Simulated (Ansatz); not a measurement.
# How fast states decay through Na5IF4

Aim: relax a made-up compound, Na5IF4, and see how good a tunnel barrier it would be. It is built by putting I for Cl, F for Br in the Na5Br4Cl structure of space group I4/mmm, with the volume rescaled by atomic radii. The parent structure comes from the Materials Project.

Method: PBE DFT, plane waves, PAW files, in the first sound run; inputs show where later runs differ, in Ansatz 0.2.0.

The structure was built from a prototype and need not be the compound's stable phase.

### Step 1. Starting point

Symmetry: I4/mmm, No. 139, tetragonal system. The conventional cell has a = 3.849 Å, b = 3.849 Å, c = 27.214 Å, α = 90.00°, β = 90.00°, γ = 90.00°. Na has 6 F at 2.72 to 2.75 Å nearest. Nearest to Na lie 1 I at 2.64 Å and 5 F at 2.72 to 2.78 Å. Nearest to Na lie 2 F at 2.69 Å and 4 I at 2.72 Å. Nearest to F lie 6 Na at 2.69 to 2.75 Å. Nearest to F lie 6 Na at 2.72 to 2.78 Å. Nearest to I lie 6 Na at 2.64 to 2.72 Å. It derives from Na5Br4Cl. I for Cl, F for Br in the Na5Br4Cl structure of space group I4/mmm. Farther neighbours and most contacts between anions are not listed.

### Step 2. Cell and atoms at rest

The substituted atoms don't fit the parent's cell, so cell and atoms relax together. A small smearing keeps the run stable in case the gap closes on the way.

input.yaml reads:

```yaml
crystal:
  lattice:
    - [-1.9244987343, 1.9244987343, 13.6071475074]
    - [1.9244987343, -1.9244987343, 13.6071475074]
    - [1.9244987343, 1.9244987343, -13.6071475074]
  atoms:
    - { symbol: Na, position: [0.80009809, 0.80009809, 0.0] }
    - { symbol: Na, position: [0.19990191, 0.19990191, 0.0] }
    - { symbol: Na, position: [0.59683789, 0.59683789, 0.0] }
    - { symbol: Na, position: [0.0, 0.0, 0.0] }
    - { symbol: Na, position: [0.40316211, 0.40316211, 0.0] }
    - { symbol: F, position: [0.901246, 0.901246, 0.0] }
    - { symbol: F, position: [0.30090236, 0.30090236, 0.0] }
    - { symbol: F, position: [0.69909764, 0.69909764, 0.0] }
    - { symbol: F, position: [0.098754, 0.098754, 0.0] }
    - { symbol: I, position: [0.5, 0.5, 0.0] }
kpoints:
  mp_grid: { grid: [8, 8, 8] }
scf:
  occupations: { method: gaussian, width: 0.03 }
hamiltonian:
  xc: pbe
output:
  forces: true
  stress: true
relax:
  f_tol: 0.02
  max_steps: 60
  cell: {}
```

Run with:

```
$ ansatz run input.yaml --threads 2 --pin off --max-ram 4096MiB --backend cpu --events-out ev --progress --plain --runs-dir out
```

Numbers of over 12 decimals in the logs are rounded to 6 here.

The program printed:

```text
basis.fft_grid_basis auto: the FFT boxes are laid along the combinations [[1, 0, 1], [0, 1, 1], [0, 0, 1]] of the cell's own vectors, 3.849, 3.849 and 13.877 Å long. The dense box has 27×27×96 points. Along the cell's own vectors, as sized, it would have 96×96×96, 12.64 times as many. Of the 16 symmetry operations that the crystal satisfies within crystal.symmetry.tolerance (time reversal apart; of a slab, those that [...]
Engine: ansatz 0.2.0, x86_64-unknown-linux-gnu
Pseudopotentials: kind: paw
Pseudopotential: Na, paw, valence charge 9, recommended cutoff 420 eV (normal), Na.paw.azcp
Pseudopotential: F, paw, valence charge 7, recommended cutoff 420 eV (normal), F.paw.azcp
Pseudopotential: I, paw, valence charge 17, recommended cutoff 420 eV (normal), I.paw.azcp
Functional definition: PBE
  parameter kappa = 0.804
  parameter beta = 0.066725
  exchange = pbe_x(kappa = kappa, mu = beta*pi^2/3)
  correlation = pbe_c(beta = beta)
Crystal: 10 atoms, lattice volume = 201.587 Å³
Basis set: ecut = 420 eV, 3929 PW (Γ), FFT grids on a1+a3, a2+a3, a3, exchange–correlation on 54×54×192 points (8 copies of the dense FFT grid, shifted against one another)
Bands: 55, of which v1, the nominal top of the filled ones, is band 45 counted from 1 (44 counted from 0)
Symmetry: 16 space group operations
Space group: I4/mmm (ITA 139), of the structure as read, at distance tolerance 5.9e-5 Å
k-points: 59 of 512
Non-local potential: Na, projectors of the file, l = 0: 3, l = 1: 2, l = 2: 1
Non-local potential: F, projectors of the file, l = 0: 2, l = 1: 2, l = 2: 1
Non-local potential: I, projectors of the file, l = 0: 2, l = 1: 2, l = 2: 2, l = 3: 2
PAW form: soft (Blöchl's): semilocal exchange-correlation on the pseudo side does not see the compensation charge
PAW one-centre angular grid: Na, 110 points (default); XC on 64 Gauss nodes
PAW one-centre angular grid: F, 110 points (default); XC on 64 Gauss nodes
PAW one-centre angular grid: I, 590 points (default); XC on 64 Gauss nodes
Initial density: superposition of atomic densities (neutral atoms: chi_scale 0, normalization atom), corrected by the library's trained network
Initial wavefunctions: pseudopotential atomic-orbital guess
Functional: x = pbe(κ = 0.804, μ = 0.219515), c = pbe(β = 0.066725)
SCF iter   1: F=—  HF=-18188.002438 eV  |F-HF|=—  |Δ(HF+E_count)|=         —  Δρ=1.58e-3  dr2=6.87e-3  ethr=1.77e-3  ⟨swp⟩=7.6  Hψ=13633  notcnv=0  defer=17
preconditioner: auto → Resta (q_TF=auto, 2.385 Å⁻¹)  ε∞=2.2  [insulator: Δε(μ)=3.705 eV  Ē_g=20.283 eV  σ=0.030 eV  W_gap=1.00  n_scr=54 (ndim 8)  ℏωp=21.9 eV  f_vac=0.237  D(μ)=0.00/eV (n_scr^D=0)  ε∞_Penn≈2.2]
SCF iter   2: F=—  HF=-18187.999348 eV  |F-HF|=—  |Δ(HF+E_count)|=   3.09e-3  Δρ=9.37e-4  dr2=1.42e-3  ethr=7.63e-6  ⟨swp⟩=2.6  Hψ=6965  notcnv=0  defer=227
SCF iter   3: F=—  HF=-18187.999257 eV  |F-HF|=—  |Δ(HF+E_count)|=   9.16e-5  Δρ=3.06e-4  dr2=3.95e-4  ethr=1.57e-6  ⟨swp⟩=2.1  Hψ=5025  notcnv=0  defer=227
SCF iter   4: F=—  HF=-18187.999337 eV  |F-HF|=—  |Δ(HF+E_count)|=   7.98e-5  Δρ=1.56e-4  dr2=5.27e-5  ethr=4.39e-7  ⟨swp⟩=2.0  Hψ=5326  notcnv=0  defer=227
SCF iter   5: F=—  HF=-18187.999287 eV  |F-HF|=—  |Δ(HF+E_count)|=   4.98e-5  Δρ=6.47e-5  dr2=9.53e-6  ethr=5.85e-8  ⟨swp⟩=2.0  Hψ=5340  notcnv=0  defer=227
SCF iter   6: F=—  HF=-18187.999291 eV  |F-HF|=—  |Δ(HF+E_count)|=   4.20e-6  Δρ=1.57e-5  dr2=4.36e-7  ethr=1.06e-8  ⟨swp⟩=2.0  Hψ=5677  notcnv=0  defer=227
SCF iter   7: F=-18187.999291 eV  HF=-18187.999291 eV  |F-HF|=2.73e-8  |Δ(HF+E_count)|=   5.19e-8  Δρ=8.30e-6  dr2=8.28e-8  ethr=1.11e-10  ⟨swp⟩=5.0  Hψ=11826  notcnv=0
SCF 1 converged in 7 iterations: F = -18187.999291 eV  dr2 = 8.28e-8
  greatest PAW one-centre occupation: 0.999 electrons in one spin orbital (limit 2), on the Na atom at site 3 (counted from 0), in its partial waves of l = 0
relax step   1: F+E_penalty+E_count = -18187.99929112 eV  Δ(F+E_penalty+E_count) = +0.000e0 eV  max|allowed force component| = 1.880e0 eV/Å  Δτ_max = 0.0000 Å  P = -0.016 GPa  Ω = 201.587 Å³  (7 SCF iters, dr2 threshold 1.00e-7 eV, accepted)
Crystal: 10 atoms, lattice volume = 199.916 Å³
Basis set: ecut = 420 eV, 3905 PW (Γ), FFT grids on a1+a3, a2+a3, a3, exchange–correlation on 54×54×192 points (8 copies of the dense FFT grid, shifted against one another)
Initial density: handed on by an earlier stage of this run
Initial wavefunctions: those handed on with the density
iter 1 solved again at ethr=4.69e-4 eV; its pass at ethr=3.10e-3 eV (dr2=4.22e-1 eV) is discarded
SCF iter   1: F=—  HF=-18188.706524 eV  |F-HF|=—  |Δ(HF+E_count)|=         —  Δρ=1.84e-2  dr2=4.24e-1  ethr=4.69e-4  ⟨swp⟩=2.0  Hψ=14569  notcnv=0
preconditioner: auto → Resta (q_TF=auto, 2.388 Å⁻¹)  ε∞=2.2  [insulator: Δε(μ)=2.586 eV  Ē_g=20.421 eV  σ=0.030 eV  W_gap=1.00  n_scr=54 (ndim 8)  ℏωp=22.0 eV  f_vac=0.224  D(μ)=0.00/eV (n_scr^D=0)  ε∞_Penn≈2.2]
SCF iter   2: F=—  HF=-18188.557151 eV  |F-HF|=—  |Δ(HF+E_count)|=   1.49e-1  Δρ=9.03e-3  dr2=1.09e-1  ethr=4.69e-4  ⟨swp⟩=2.3  Hψ=5589  notcnv=0
SCF iter   3: F=—  HF=-18188.513308 eV  |F-HF|=—  |Δ(HF+E_count)|=   4.38e-2  Δρ=3.31e-3  dr2=1.35e-2  ethr=1.21e-4  ⟨swp⟩=3.8  Hψ=6157  notcnv=0
SCF iter   4: F=—  HF=-18188.509754 eV  |F-HF|=—  |Δ(HF+E_count)|=   3.55e-3  Δρ=5.77e-4  dr2=4.91e-4  ethr=1.50e-5  ⟨swp⟩=2.0  Hψ=5334  notcnv=0  defer=179
SCF iter   5: F=—  HF=-18188.509575 eV  |F-HF|=—  |Δ(HF+E_count)|=   1.80e-4  Δρ=1.72e-4  dr2=4.49e-5  ethr=5.45e-7  ⟨swp⟩=2.0  Hψ=4710  notcnv=0  defer=179
SCF iter   6: F=—  HF=-18188.509596 eV  |F-HF|=—  |Δ(HF+E_count)|=   2.10e-5  Δρ=3.65e-5  dr2=2.26e-6  ethr=4.99e-8  ⟨swp⟩=2.0  Hψ=4749  notcnv=0  defer=179
SCF iter   7: F=—  HF=-18188.509597 eV  |F-HF|=—  |Δ(HF+E_count)|=   1.17e-6  Δρ=3.50e-5  dr2=1.62e-6  ethr=1.11e-9  ⟨swp⟩=5.0  Hψ=11551  notcnv=0
SCF iter   8: F=-18188.509597 eV  HF=-18188.509597 eV  |F-HF|=2.95e-8  |Δ(HF+E_count)|=   2.12e-7  Δρ=4.91e-6  dr2=4.23e-8  ethr=1.11e-9  ⟨swp⟩=2.7  Hψ=10124  notcnv=0
SCF 2 converged in 8 iterations: F = -18188.509597 eV  dr2 = 4.23e-8
relax step   2: F+E_penalty+E_count = -18188.50959669 eV  Δ(F+E_penalty+E_count) = -5.103e-1 eV  max|allowed force component| = 7.430e-1 eV/Å  Δτ_max = 0.1951 Å  P = -0.735 GPa  Ω = 199.916 Å³  energy of the carried Pulay correction = +2.573e-3 eV  (8 SCF iters, dr2 threshold 1.00e-6 eV, accepted)
Crystal: 10 atoms, lattice volume = 193.566 Å³
Basis set: ecut = 420 eV, 3815 PW (Γ), FFT grids on a1+a3, a2+a3, a3, exchange–correlation on 54×54×192 points (8 copies of the dense FFT grid, shifted against one another)
[...]
SCF iter   6: F=—  HF=-18189.009636 eV  |F-HF|=—  |Δ(HF+E_count)|=   3.47e-4  Δρ=1.43e-4  dr2=2.38e-5  ethr=1.20e-7  ⟨swp⟩=2.0  Hψ=4945  notcnv=0  defer=196
SCF iter   7: F=—  HF=-18189.009639 eV  |F-HF|=—  |Δ(HF+E_count)|=   2.50e-6  Δρ=3.06e-5  dr2=1.54e-6  ethr=2.64e-8  ⟨swp⟩=2.0  Hψ=4197  notcnv=0  defer=196
SCF iter   8: F=-18189.009641 eV  HF=-18189.009641 eV  |F-HF|=1.74e-7  |Δ(HF+E_count)|=   2.52e-6  Δρ=6.26e-6  dr2=7.33e-8  ethr=1.11e-9  ⟨swp⟩=4.1  Hψ=10857  notcnv=0
SCF 3 converged in 8 iterations: F = -18189.009641 eV  dr2 = 7.33e-8
relax step   3: F+E_penalty+E_count = -18189.00964132 eV  Δ(F+E_penalty+E_count) = -5.000e-1 eV  max|allowed force component| = 4.191e-1 eV/Å  Δτ_max = 0.1942 Å  P = -0.382 GPa  Ω = 193.566 Å³  energy of the carried Pulay correction = +1.255e-2 eV  (8 SCF iters, dr2 threshold 1.00e-6 eV, accepted)
[... from here on, the SCF cycles and remarks between the steps are left out ...]
relax step   4: F+E_penalty+E_count = -18189.30676930 eV  Δ(F+E_penalty+E_count) = -2.971e-1 eV  max|allowed force component| = 3.507e-1 eV/Å  Δτ_max = 0.1953 Å  P = +0.954 GPa  Ω = 187.474 Å³  energy of the carried Pulay correction = +2.243e-2 eV  (8 SCF iters, dr2 threshold 1.00e-6 eV, accepted)
relax step   5: F+E_penalty+E_count = -18189.38467953 eV  Δ(F+E_penalty+E_count) = -7.791e-2 eV  max|allowed force component| = 4.796e-2 eV/Å  Δτ_max = 0.1005 Å  P = +0.200 GPa  Ω = 193.206 Å³  energy of the carried Pulay correction = +1.313e-2 eV  (8 SCF iters, dr2 threshold 1.00e-6 eV, accepted)
relax step   6: F+E_penalty+E_count = -18189.38376257 eV  Δ(F+E_penalty+E_count) = +9.170e-4 eV  max|allowed force component| = 4.448e-2 eV/Å  Δτ_max = 0.0294 Å  P = -0.018 GPa  Ω = 195.013 Å³  energy of the carried Pulay correction = +1.025e-2 eV  (7 SCF iters, dr2 threshold 1.71e-7 eV, accepted)
relax step   7: F+E_penalty+E_count = -18189.38401730 eV  Δ(F+E_penalty+E_count) = -2.547e-4 eV  max|allowed force component| = 1.107e-2 eV/Å  Δτ_max = 0.0138 Å  P = -0.018 GPa  Ω = 195.132 Å³  energy of the carried Pulay correction = +1.006e-2 eV  (6 SCF iters, dr2 threshold 1.24e-7 eV, accepted)
relax step   8: F+E_penalty+E_count = -18189.38484882 eV  Δ(F+E_penalty+E_count) = -8.315e-4 eV  max|allowed force component| = 1.112e-2 eV/Å  Δτ_max = 0.0000 Å  P = -0.026 GPa  Ω = 195.132 Å³  stress off target by 2.03e-1 GPa  SCF on the basis re-selected at this cell (its energy is not comparable with the rows above)  (8 SCF iters)
relax step   9: F+E_penalty+E_count = -18189.38638563 eV  Δ(F+E_penalty+E_count) = -1.537e-3 eV  max|allowed force component| = 1.817e-2 eV/Å  Δτ_max = 0.0099 Å  P = +0.085 GPa  Ω = 194.550 Å³  energy of the carried Pulay correction = +9.012e-4 eV  (6 SCF iters, dr2 threshold 1.03e-7 eV, accepted)
relax step  10: F+E_penalty+E_count = -18189.38592249 eV  Δ(F+E_penalty+E_count) = +4.631e-4 eV  max|allowed force component| = 3.028e-3 eV/Å  Δτ_max = 0.0052 Å  P = -0.001 GPa  Ω = 195.006 Å³  energy of the carried Pulay correction = +1.786e-4 eV  (7 SCF iters, dr2 threshold 2.45e-8 eV, accepted)
iter 1 solved again at ethr=2.02e-7 eV; its pass at ethr=3.10e-3 eV (dr2=1.82e-4 eV) is discarded
SCF iter   1: F=—  HF=-18189.385992 eV  |F-HF|=—  |Δ(HF+E_count)|=         —  Δρ=6.77e-5  dr2=8.88e-7  ethr=2.02e-7  ⟨swp⟩=3.1  Hψ=22240  notcnv=0
preconditioner: auto → Resta (q_TF=auto, 2.398 Å⁻¹)  ε∞=2.2  [insulator: Δε(μ)=3.648 eV  Ē_g=20.374 eV  σ=0.030 eV  W_gap=1.00  n_scr=52 (ndim 8)  ℏωp=22.2 eV  f_vac=0.219  D(μ)=0.00/eV (n_scr^D=0)  ε∞_Penn≈2.2]
SCF iter   2: F=—  HF=-18189.385764 eV  |F-HF|=—  |Δ(HF+E_count)|=   2.27e-4  Δρ=3.70e-5  dr2=4.21e-7  ethr=9.87e-10  ⟨swp⟩=3.0  Hψ=6860  notcnv=0
SCF iter   3: F=—  HF=-18189.385803 eV  |F-HF|=—  |Δ(HF+E_count)|=   3.87e-5  Δρ=2.40e-5  dr2=8.09e-8  ethr=4.68e-10  ⟨swp⟩=2.0  Hψ=4052  notcnv=0
SCF iter   4: F=—  HF=-18189.385840 eV  |F-HF|=—  |Δ(HF+E_count)|=   3.72e-5  Δρ=5.83e-6  dr2=1.37e-8  ethr=8.98e-11  ⟨swp⟩=2.1  Hψ=5497  notcnv=0
SCF iter   5: F=—  HF=-18189.385842 eV  |F-HF|=—  |Δ(HF+E_count)|=   1.75e-6  Δρ=8.17e-7  dr2=5.79e-10  ethr=1.52e-11  ⟨swp⟩=2.0  Hψ=4313  notcnv=0
SCF iter   6: F=—  HF=-18189.385842 eV  |F-HF|=—  |Δ(HF+E_count)|=   1.54e-8  Δρ=3.17e-7  dr2=1.10e-10  ethr=1.00e-12  ⟨swp⟩=4.3  Hψ=10782  notcnv=0
SCF iter   7: F=-18189.385842 eV  HF=-18189.385842 eV  |F-HF|=3.64e-12  |Δ(HF+E_count)|=  2.33e-10  Δρ=1.34e-7  dr2=2.58e-11  ethr=1.00e-12  ⟨swp⟩=4.0  Hψ=9717  notcnv=0
SCF 11 converged in 7 iterations: F = -18189.385842 eV  dr2 = 2.58e-11
relax step  11: F+E_penalty+E_count = -18189.38584198 eV  Δ(F+E_penalty+E_count) = +8.051e-5 eV  max|allowed force component| = 3.046e-3 eV/Å  Δτ_max = 0.0000 Å  P = -0.002 GPa  Ω = 195.006 Å³  stress off target by 1.20e-2 GPa  SCF on the basis re-selected at this cell (its energy is not comparable with the rows above)  (7 SCF iters)
basis re-selected at this cell: Δ(F+E_penalty+E_count) = +8.051e-5 eV, ΔP = -0.001 GPa vs the last step (what re-selecting the basis moved, of the pressure what is left beyond the Pulay correction that the steps carried, after the strain that the cell walked since its last selection, with what the two solves' SCF thresholds leave and, on support functions, any second-order correction that the steps lacked; it is no m [...]
SCF converged after 7 iterations
Free energy (F): -18189.385842 eV
Harris-Foulkes:  -18189.385842 eV  (|F-HF|=3.64e-12)
Internal energy: -18189.385842 eV  (E = F + TS)
E sigma→0 (E₀):  -18189.385842 eV
Fermi energy:    3.454330 eV
--- Per-component energies (eV) ---
  E_band       = -1655.466573
  E_kinetic    = 1621.503683
  E_local      = -10913.261951  (includes V_loc(G=0)·N_el)
  E_nonlocal   = 779.073978
  E_hartree    = 4265.671648
  E_xc         = -646.918766
  E_vxc        = -794.081945  (∫ρ·V_xc dr)
  E_paw        = -6933.932008  (= ΣΔE_a)
  E_vpaw       = -880.051538  (= ΣTr[D̂ρ^β])
  E_aug_tail   = 0.007659  (compensation charges beyond the density's cutoff)
  E_ewald      = -6361.530085
  E_smearing   = -0.000000  (= −TS)
  E_closure    = 0.000000  (closes the sum)
  Σ components = -18189.385842   (vs F -18189.385842, Δ=0.00e0)
--- Forces (eV/Å), atoms counted from 1 ---
  atom   1  Na     0.00000000     0.00000000    -0.00004718
  atom   2  Na    -0.00000000    -0.00000000     0.00004718
  atom   3  Na     0.00000000     0.00000000    -0.00079201
  atom   4  Na     0.00000000    -0.00000000     0.00000000
  atom   5  Na    -0.00000000     0.00000000     0.00079201
  atom   6  F      0.00000000    -0.00000000     0.00304597
  atom   7  F     -0.00000000    -0.00000000    -0.00064681
  atom   8  F      0.00000000    -0.00000000     0.00064681
  atom   9  F     -0.00000000    -0.00000000    -0.00304597
  atom  10  I      0.00000000     0.00000000     0.00000000
  max |Σ_I F_I| component: 4.34e-19 eV/Å
--- Stress (GPa, compression-positive) ---
        0.003278       0.000000       0.000000
        0.000000       0.003278      -0.000000
        0.000000      -0.000000      -0.011973
  P = ⅓ Tr σ = -0.0018 GPa (-0.018 kbar)
--- Relaxed structure (9 steps of the walk, 9 accepted, 2 SCFs on fresh bases) ---
  F+E_penalty+E_count = -18189.38584198 eV   max|allowed force component| = 3.046e-3 eV/Å   (the final SCF, on the basis selected at the relaxed cell)
  cell:  # Å, volume = 195.0060 Å³
    - [-1.969008, 1.969008, 12.574568]
    - [1.969008, -1.969008, 12.574568]
    - [1.969008, 1.969008, -12.574568]
  atoms:
    - { symbol: Na, position: [0.794882, 0.794882, 0] }
    - { symbol: Na, position: [0.205118, 0.205118, 0] }
    - { symbol: Na, position: [0.620750, 0.620750, 0] }
    - { symbol: Na, position: [6.398213468564168e-19, 6.398213468564168e-19, 0] }
    - { symbol: Na, position: [0.379250, 0.379250, 0] }
    - { symbol: F, position: [0.883479, 0.883479, 0] }
    - { symbol: F, position: [0.292913, 0.292913, 0] }
    - { symbol: F, position: [0.707087, 0.707087, 0] }
    - { symbol: F, position: [0.116521, 0.116521, 0] }
    - { symbol: I, position: [0.5, 0.5, 0] }
```

Wall time 1.9 min (2 threads of Intel Xeon Platinum 8488C (Sapphire Rapids), shared host); peak memory 0.8 GiB.

The steps of the relaxation:

```
step  energy less that of the first step (eV)  largest force component (eV/Å)  pressure (GPa)  volume (Å³)
   1                                   0.0000                          1.8804           -0.02       201.59
   2                                  -0.5103                          0.7430           -0.74       199.92
   3                                  -1.0104                          0.4191           -0.38       193.57
   4                                  -1.3075                          0.3507            0.95       187.47
   5                                  -1.3854                          0.0480            0.20       193.21
   6                                  -1.3845                          0.0445           -0.02       195.01
   7                                  -1.3847                          0.0111           -0.02       195.13
  8*                                  -1.3856                          0.0111           -0.03       195.13
   9                                  -1.3871                          0.0182            0.08       194.55
  10                                  -1.3866                          0.0030            0.00       195.01
 11*                                  -1.3866                          0.0030            0.00       195.01
```

Relaxation steps marked * repeat the geometry before them on a plane-wave basis chosen anew for their cell, so energy and pressure can jump there.

The run keeps the 16 symmetry operations that it works with, so distortions that break them were not tested.

```
conventional cell, symmetrised  before   after  change
                         a (Å)   3.849   3.938  +2.3 %
                         b (Å)   3.849   3.938  +2.3 %
                         c (Å)  27.214  25.149  -7.6 %
              volume (Å³/atom)   20.16   19.50  -3.3 %
```

The atoms that moved most (Å, as changes of fractional coordinates times the final cell):

```
atom     dx     dy      dz  length
 Na3  0.000  0.000   0.601   0.601
 Na5  0.000  0.000  -0.601   0.601
  F9  0.000  0.000   0.447   0.447
  F6  0.000  0.000  -0.447   0.447
  F7  0.000  0.000  -0.201   0.201
  F8  0.000  0.000   0.201   0.201
 Na2  0.000  0.000   0.131   0.131
 Na1  0.000  0.000  -0.131   0.131
```

The relaxed structure:

```cif
data_structure
_symmetry_space_group_name_H-M 'P 1'
_symmetry_Int_Tables_number 1
_cell_length_a 12.8792
_cell_length_b 12.8792
_cell_length_c 12.8792
_cell_angle_alpha 162.412
_cell_angle_beta 162.412
_cell_angle_gamma 24.973
_cell_volume 195.01
loop_
_atom_site_label
_atom_site_type_symbol
_atom_site_fract_x
_atom_site_fract_y
_atom_site_fract_z
_atom_site_occupancy
Na1 Na 0.79488 0.79488 0.00000 1
Na2 Na 0.20512 0.20512 0.00000 1
Na3 Na 0.62075 0.62075 0.00000 1
Na4 Na 0.00000 0.00000 0.00000 1
Na5 Na 0.37925 0.37925 0.00000 1
F6 F 0.88348 0.88348 0.00000 1
F7 F 0.29291 0.29291 0.00000 1
F8 F 0.70709 0.70709 0.00000 1
F9 F 0.11652 0.11652 0.00000 1
I10 I 0.50000 0.50000 0.00000 1
```

Numbers from this step:

| Quantity | Value |
| --- | --- |
| free energy | -18189.3858 eV |
| Fermi energy | 3.454 eV |
| pressure | -0.001806 GPa |

The largest force component on a free atom ends at 0.0030 eV/Å.

[end of part 1 of 4]

[Logs are printed without paths, hosts, clocks, repeated set-up lines and the standing remarks that a program may print on its own settings, such as how far it seeks lower states.]

[Hosts, paths, dates, database ids (printed as entryN), source tags and the programs' standing remarks are cut or masked in the printed files.]
